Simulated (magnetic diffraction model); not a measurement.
## Which magnetic order? Rb3CrBr6

Space group Fm-3m (no. 225), a = 11.1820 Å.

```
site  atom    x    y       z
  4b    Rb  1/2    0       0
  8c    Rb  1/4  3/4     3/4
 24e    Br    0    0  0.7840
  4a    Cr    0    0       0
```

This is a made-up structure (elements placed in a structure type, unrelaxed), so the numbers test the method and describe no known phase.

Only Cr is taken to order (form factors of Cr3+); orders and moment sizes are assumed, and not adapted to the symmetry. Radiation: neutrons of λ = 1.594 Å, 2° to 70°; isotropic B of 0.12 Å² (Rb), 0.12 Å² (Br) and 0.11 Å² (Cr). Simulated constant-wavelength pattern: nuclear and magnetic terms add, the magnetic one as |2.695 fm × Σ f S⊥ exp(2πi Q·r) exp(−B s²)|², summed over all Q at one angle with the factor 1/(sin²θ cos θ). For a modulated order the moment at position r is S exp(−2πi k·r) + c.c., with S = m/2 for a sine wave of amplitude m and S = m(u + iv)/2 for moments turning in a plane, u and v being orthogonal unit vectors in it; the phase factor of the sum at Q = H + k is then exp(2πi H·r). Free-ion form factors, Sears's scattering lengths of 1992, no absorption; a label names one of the reflections at its angle. The strongest nuclear line in the range is 100, and lines under 0.2 are left out.

Above the ordering temperature:

| 2θ (°) | index | I |
| --- | --- | --- |
| 14.18 | (1 1 1) | 5.0 |
| 16.39 | (2 0 0) | 13.5 |
| 23.26 | (2 2 0) | 20.0 |
| 27.35 | (3 1 1) | 5.2 |
| 28.59 | (2 2 2) | 77.9 |
| 33.13 | (4 0 0) | 100.0 |
| 36.20 | (3 3 1) | 25.8 |
| 37.17 | (4 2 0) | 3.9 |
| 40.87 | (4 2 2) | 6.0 |
| 43.48 | (5 1 1) | 30.1 |
| 47.56 | (4 4 0) | 88.7 |
| 49.88 | (5 3 1) | 1.1 |
| 50.64 | (6 0 0) | 5.2 |
| 53.59 | (6 2 0) | 22.6 |
| 55.73 | (5 3 3) | 2.6 |
| 56.43 | (6 2 2) | 43.1 |
| 59.18 | (4 4 4) | 34.6 |
| 61.20 | (7 1 1) | 24.6 |
| 61.86 | (6 4 0) | 8.4 |
| 64.47 | (6 4 2) | 21.1 |
| 66.39 | (7 3 1) | 37.3 |
| 69.53 | (8 0 0) | 19.3 |

Below it (cell unchanged):

```
2θ (°)      I
 13.10    2.1
 14.18    5.0
 15.46    1.1
 16.39   13.5
 16.52    1.6
 21.84    0.5
 23.26   20.0
 23.35    0.7
 24.78    0.3
 26.79    0.9
 27.35    5.2
 27.43    0.3
 28.05    0.7
 28.59   77.9
 29.86    0.2
 33.13  100.0
 33.20    0.3
 34.76    0.3
 36.20   25.8
 37.17    3.9
 37.23    0.4
 40.03    0.2
 40.87    6.0
 43.10    0.2
 43.48   30.1
 47.56   88.7
 49.88    1.1
 50.64    5.2
 53.59   22.6
 55.73    2.6
 56.43   43.1
 59.18   34.6
 61.20   24.6
 61.86    8.4
 64.47   21.1
 66.39   37.3
```
(The table stops after 36 lines; 1 more lie at higher angle.)

**Question.** Check that the new lines index with k = (1/4 0 0), then choose among these models:
A. a sine wave with moments along [010] (amplitudes given), 2.78 μB on Cr
B. moments turning in the plane of [001] and [100], 2.78 μB on Cr
C. a sine wave with moments along [100] (amplitudes given), 2.78 μB on Cr
D. moments turning in the plane of [010] and [001], 2.78 μB on Cr

The new lines index as (3/4 1 1) at 13.10°, (5/4 1 1) at 15.46°, (1/4 2 0) at 16.52° and (7/4 2 0) at 21.84°, that is as H ± k with k = (1/4 0 0), one of 3 inequivalent arms of its star (k and −k counted as one), which a powder can't tell apart. Satellites come in pairs about each point of the reciprocal lattice.

Magnetic intensity, observed (below minus above) and for each model:

| 2θ (°) | index | observed | A | B | C | D |
| --- | --- | --- | --- | --- | --- | --- |
| 2.04 | (1/4 0 0) | <0.2 | 31.0 | 31.0 | <0.2 | 62.0 |
| 13.10 | (3/4 1 1) | 2.1 | 1.7 | 3.8 | 2.1 | 3.3 |
| 14.33 | (7/4 0 0) | <0.2 | 0.6 | 0.6 | <0.2 | 1.1 |
| 15.46 | (5/4 1 1) | 1.1 | 1.4 | 2.4 | 1.1 | 2.7 |
| 16.52 | (1/4 2 0) | 1.6 | 0.8 | 2.4 | 1.6 | 1.6 |
| 25.47 | (11/4 1 1) | <0.2 | 0.5 | 0.6 | <0.2 | 1.0 |
| 26.79 | (3/4 3 1) | 0.9 | 0.5 | 1.4 | 0.9 | 1.0 |
| 28.05 | (5/4 3 1) | 0.7 | 0.5 | 1.2 | 0.7 | 1.0 |

Model C matches.

The absence at (1/4 0 0) is telling: Q lies along the moments there, so the part normal to Q vanishes.

The structure used: k = (1/4 0 0), a sine wave with moments along [100] (amplitudes given), 2.78 μB on Cr.

[Logs are printed without paths, hosts, clocks, repeated set-up lines and the standing remarks that a program may print on its own settings, such as how far it seeks lower states.]
